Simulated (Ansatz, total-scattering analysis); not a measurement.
# Worked example: from partials to totals in B2O3

A simulated model of B2O3 at 1720 K, fixed volume (mean pressure -2.1 GPa), from ab initio molecular dynamics with Ansatz (PBE, plane waves, PAW set soft_1, Nose-Hoover chain, no spin, fixed volume). The average runs over 0.61 ps of 70 atoms, so shells between rare elements are rough. Mean temperature 1675 K, largest m.s.d. 1.26 Å², energy drift +20 meV an atom (last third less first, no steady trend); the first quarter of the run is discarded. Preparation: last frame of a classical run of this cell, a melt at this density, then 0.3 ps at 1720 K with a cheaper basis and a friction of 10 ps⁻¹ (mean temperature of the first stage 1741 K), too short to forget the start in full. So short a stretch relaxes bonds and nearest shells but still remembers its start. It is a melt by its history, in a run too short to show flow. Atom fractions B 0.4000, O 0.6000; masses B 10.810, O 15.999 u; density 1.5500 g/cm³; coherent lengths B 6.65, O 5.8037 fm (B as ¹¹B). Faber–Ziman partials at a few Q:

| Q (Å⁻¹) | S O–O | S B–O | S B–B |
| --- | --- | --- | --- |
| 1.40 | 0.589 | 2.589 | 0.664 |
| 2.20 | 0.299 | 1.891 | 0.704 |

The pair function g(BO), r in Å, every 0.06 Å up to its first minimum: 1.17 0.03, 1.23 0.85, 1.29 6.72, 1.35 14.74, 1.41 15.09, 1.47 8.53, 1.53 3.39, 1.59 1.06, 1.65 0.21, 1.71 0.07, 1.77 0.02.

**Tasks.** (a) The number density. (b) The neutron weights. (c) The neutron S(Q) at the listed Q. (d) The Bhatia–Thornton terms S_NN and S_CC there. (e) The number of O around B.

(a) The mean mass is 0.4000×10.810 + 0.6000×15.999 = 13.923 u, so ρ₀ = 1.5500/(13.923 × 1.66054) = 0.06704 Å⁻³.

(b) ⟨b⟩ = 0.4000×6.65 + 0.6000×5.8037 = 6.142 fm. The weight of a pair is ci cj bi bj (2 − δij)/⟨b⟩²: O–O 0.321, B–O 0.491, B–B 0.188; they sum to 1.000.

(c) S = 1 + Σ w (Sij − 1). At 1.40 Å⁻¹: 1 − 0.132 + 0.780 − 0.063 = 1.585; B–O pushes up most; O–O pulls down most. At 2.20 Å⁻¹: 1 − 0.225 + 0.438 − 0.056 = 1.157; B–O pushes up most; O–O pulls down most.

(d) S_NN = c₁²S₁₁ + c₂²S₂₂ + 2c₁c₂S₁₂ and S_CC = c₁c₂[1 + c₁c₂(S₁₁ + S₂₂ − 2S₁₂)], with 1 = B: 1.40 Å⁻¹: S_NN = 1.56, S_CC/(c₁c₂) = 0.06; 2.20 Å⁻¹: S_NN = 1.13, S_CC/(c₁c₂) = 0.33. A random mixture has S_CC/(c₁c₂) = 1; a value well above it means concentration waves of period 2π/Q: alternation near the main peak or below it, clustering toward Q = 0.

(e) n = 4πρ₀ c(O) Σ r² g Δr. The sum Σ r² g over the listed points is 99.3 Å², so n = 4π × 0.06704 × 0.6000 × 99.3 × 0.06 = 3.01; counting pairs in the frames up to 1.78 Å gives 3.00. By balance, each O has n c(B)/c(O) = 2.01 B.
